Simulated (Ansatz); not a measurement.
# A convergence test on CuBiSeO (P4/nmm): k mesh of the density

Aim: see how gap, energy and time of CuBiSeO (P4/nmm) follow the k mesh of the density.

Method: DFT, r2SCAN, plane waves, PAW; PAW set soft_1, in Ansatz 0.2.0.

Most raw output is cut from this account.

### 1. Starting point

It takes space group P4/nmm (No. 129, tetragonal). The conventional cell has a = 3.922 Å, b = 3.922 Å, c = 8.913 Å, α = 90.00°, β = 90.00°, γ = 90.00°. Cu has 4 Se at 2.50 Å and 4 Cu at 2.77 Å nearest. Nearest to Bi lie 4 O at 2.32 Å and 4 Se at 3.24 Å. Nearest to Se lie 4 Cu at 2.50 Å and 4 Bi at 3.24 Å. Nearest to O lie 4 Bi at 2.32 Å. Farther neighbours and most contacts between anions are not listed.

Coordinates:

```cif
data_structure
_symmetry_space_group_name_H-M 'P 1'
_symmetry_Int_Tables_number 1
_cell_length_a 3.9221
_cell_length_b 3.9221
_cell_length_c 8.9133
_cell_angle_alpha 90.000
_cell_angle_beta 90.000
_cell_angle_gamma 90.000
_cell_volume 137.11
loop_
_atom_site_label
_atom_site_type_symbol
_atom_site_fract_x
_atom_site_fract_y
_atom_site_fract_z
_atom_site_occupancy
Cu1 Cu 0.00000 0.00000 0.50000 1
Cu2 Cu 0.50000 0.50000 0.50000 1
Bi3 Bi 0.00000 0.50000 0.86006 1
Bi4 Bi 0.50000 0.00000 0.13994 1
Se5 Se 0.50000 0.00000 0.67313 1
Se6 Se 0.00000 0.50000 0.32687 1
O7 O 0.50000 0.50000 0.00000 1
O8 O 0.00000 0.00000 0.00000 1
```

Geometry: measured lattice cell, ions relaxed with r2SCAN; the structure entry is the Materials Project's. The runs that relaxed it are not among those shown. Spin-orbit coupling is left out unless a step names it.

### 2. k mesh of the density: 2×2×2

input.yaml reads:

```yaml
crystal:
  lattice:
    - [3.9221, 0.0, 0.0]
    - [0.0, 3.9221, 0.0]
    - [0.0, 0.0, 8.9133]
  atoms:
    - { symbol: Cu, position: [0.0, 0.0, 0.5] }
    - { symbol: Cu, position: [0.5, 0.5, 0.5] }
    - { symbol: Bi, position: [0.0, 0.5, 0.8600640231] }
    - { symbol: Bi, position: [0.5, 0.0, 0.1399359769] }
    - { symbol: Se, position: [0.5, 0.0, 0.6731283809] }
    - { symbol: Se, position: [0.0, 0.5, 0.3268716191] }
    - { symbol: O, position: [0.5, 0.5, 0.0] }
    - { symbol: O, position: [0.0, 0.0, 0.0] }
kpoints:
  mp_grid: { grid: [2, 2, 2] }
  band_path:
    path:
      - [0.0, 0.0, 0.0]
      - [0.0, 0.5, 0.0]
      - [0.5, 0.5, 0.0]
      - [0.0, 0.0, 0.5]
      - [0.0, 0.5, 0.5]
      - [0.5, 0.5, 0.5]
      - [0.1666666667, 0.1666666667, 0.0]
    npoints: 1
hamiltonian:
  xc: r2scan
  pseudopotentials: { kind: paw, azcp: { folder: soft_1 } }
scf:
  occupations: { method: fixed }
  n_extra_bands: 6
output:
  eigenvalues: true
  forces: true
  stress: true
```

On the command line:

```bash
$ ansatz run input.yaml --threads 3 --pin off --max-ram 92160MiB --backend cuda --events-out ev --progress --plain --runs-dir out --devices 1 --max-vram 13GiB
```

Wall time 15 s (1 × NVIDIA H100 80GB HBM3 (shared by 6 runs) with 3 threads of AMD EPYC 7R13 (Zen 3), shared host); peak memory 1.1 GiB; 7.3 s of CPU time.

This step gave:

- pressure: 1.618 GPa
- gap: 0.4805 eV
- valence top at: k = (0.167, 0.167, 0.000)
- conduction bottom at: Z
- least direct gap: 0.5574 eV

The gap is indirect, with the least direct gap 0.08 eV higher.

### 3. k mesh of the density: 4×4×2

Edit input.yaml of step 2 so:

```diff
@@ -15,3 +15,3 @@
 kpoints:
-  mp_grid: { grid: [2, 2, 2] }
+  mp_grid: { grid: [4, 4, 2] }
   band_path:
```

Wall time 12 s (1 × NVIDIA H100 80GB HBM3 (shared by 6 runs) with 3 threads); peak memory 1.1 GiB; 10 s of CPU time.

Numbers from this step:

```yaml
pressure: 0.7396 GPa
gap: 0.5348 eV
valence_top_at: k = (0.167, 0.167, 0.000)
conduction_bottom_at: Z
least_direct_gap: 0.6190 eV
```

The gap is 0.535 eV, +0.054 eV from the run before at this level.

### 4. k mesh of the density: 6×6×4 (the default)

input.yaml, the sections that differ from step 3:

```yaml
kpoints:
  mp_grid: { grid: [6, 6, 4] }
  band_path:
    path:
      - [[0.0, 0.0, 0.0], [0.0, 0.5, 0.0], [0.5, 0.5, 0.0], [0.0, 0.0, 0.0], [0.0, 0.0, 0.5], [0.0, 0.5, 0.5], [0.5, 0.5, 0.5], [0.0, 0.0, 0.5]]
      - [[0.0, 0.5, 0.0], [0.0, 0.5, 0.5]]
      - [[0.5, 0.5, 0.0], [0.5, 0.5, 0.5]]
    npoints: 10
scf:
  occupations: { method: fermi_dirac, width: 0.02 }
  n_extra_bands: 6
output:
  eigenvalues: true
  forces: true
  stress: true
  write_density: true
  write_potential: true
  elf: true
  volumetric_format: npy
# crystal, hamiltonian: as in step 3
```

Run time: 11 s. Hardware: 1 × NVIDIA H100 80GB HBM3 (shared by 6 runs) with 3 threads; peak memory 1.3 GiB.

Numbers from this step:

* pressure: 0.7640 GPa
* gap: 0.5509 eV
* valence top at: k = (0.167, 0.167, 0.000)
* conduction bottom at: Z
* least direct gap: 0.6372 eV

The gap is 0.551 eV, +0.016 eV from the run before at this level.

### 5. k mesh of the density: 8×8×4

input.yaml, the sections that differ from step 4:

```yaml
kpoints:
  mp_grid: { grid: [8, 8, 4] }
  band_path:
    path:
      - [0.0, 0.0, 0.0]
      - [0.0, 0.5, 0.0]
      - [0.5, 0.5, 0.0]
      - [0.0, 0.0, 0.5]
      - [0.0, 0.5, 0.5]
      - [0.5, 0.5, 0.5]
      - [0.1666666667, 0.1666666667, 0.0]
    npoints: 1
scf:
  occupations: { method: fixed }
  n_extra_bands: 6
output:
  eigenvalues: true
  forces: true
  stress: true
# crystal, hamiltonian: as in step 4
```

The job ended after 15 s (1 × NVIDIA H100 80GB HBM3 (shared by 6 runs) with 3 threads; peak memory 1.1 GiB; 10 s of CPU time).

This step gave:

```yaml
pressure: 0.7690 GPa
gap: 0.5543 eV
valence_top_at: k = (0.167, 0.167, 0.000)
conduction_bottom_at: Z
least_direct_gap: 0.6409 eV
```

The gap is 0.554 eV, +0.003 eV from the run before at this level.

### 6. The series

Differences are against the last row; a negative gap means that bands overlap, and a run with a band path holds that path's time. Times are wall times on 1 × NVIDIA H100 80GB HBM3 (shared by 6 runs) with 3 threads of AMD EPYC 7R13 (Zen 3), shared host, good to a factor of about two.

```csv
k mesh of the density,gap (eV),direct gap (eV),gap error (eV),energy error (meV/atom),irreducible k,time
2×2×2,0.480,0.557,−0.074,+113.0,6,15 s
4×4×2,0.535,0.619,−0.019,+6.5,12,12 s
6×6×4,0.551,0.637,−0.003,+0.7,30,11 s
8×8×4,0.554,0.641,+0.000,+0.0,45,15 s
```

### 7. Results

| Property | Result |
| --- | --- |
| 2×2×2 | 0.480 eV |
| 4×4×2 | 0.535 eV |
| 6×6×4 | 0.551 eV |
| 8×8×4 | 0.554 eV |

**Reading.** The gap holds to 0.02 eV from 4×4×2 on. At 2×2×2 the gap is off by −0.074 eV and the energy by +113 meV/atom. The gap is read over the mesh and added points near the edges, so meshes differ mainly through the density and, for a hybrid, the exchange operator. The runs have no spin polarisation. For a closed low-spin shell that is the natural state; where a d or f shell is open it is a constraint, and the gap is then not the crystal's own.

[Paths, hosts, dates, memory and timing lines, banners, echoed tables and standing remarks are left out of the program output.]

[Logs are printed without paths, hosts, clocks, repeated set-up lines and the standing remarks that a program may print on its own settings, such as how far it seeks lower states.]

[Runs of the session that timed out or met a known fault of the program may be left out.]

[Cells called generated may have been cut or substituted from an entry of the Crystallography Open Database or the Materials Project.]

[Hosts, paths, dates, database ids (printed as entryN), source tags and the programs' standing remarks are cut or masked in the printed files.]
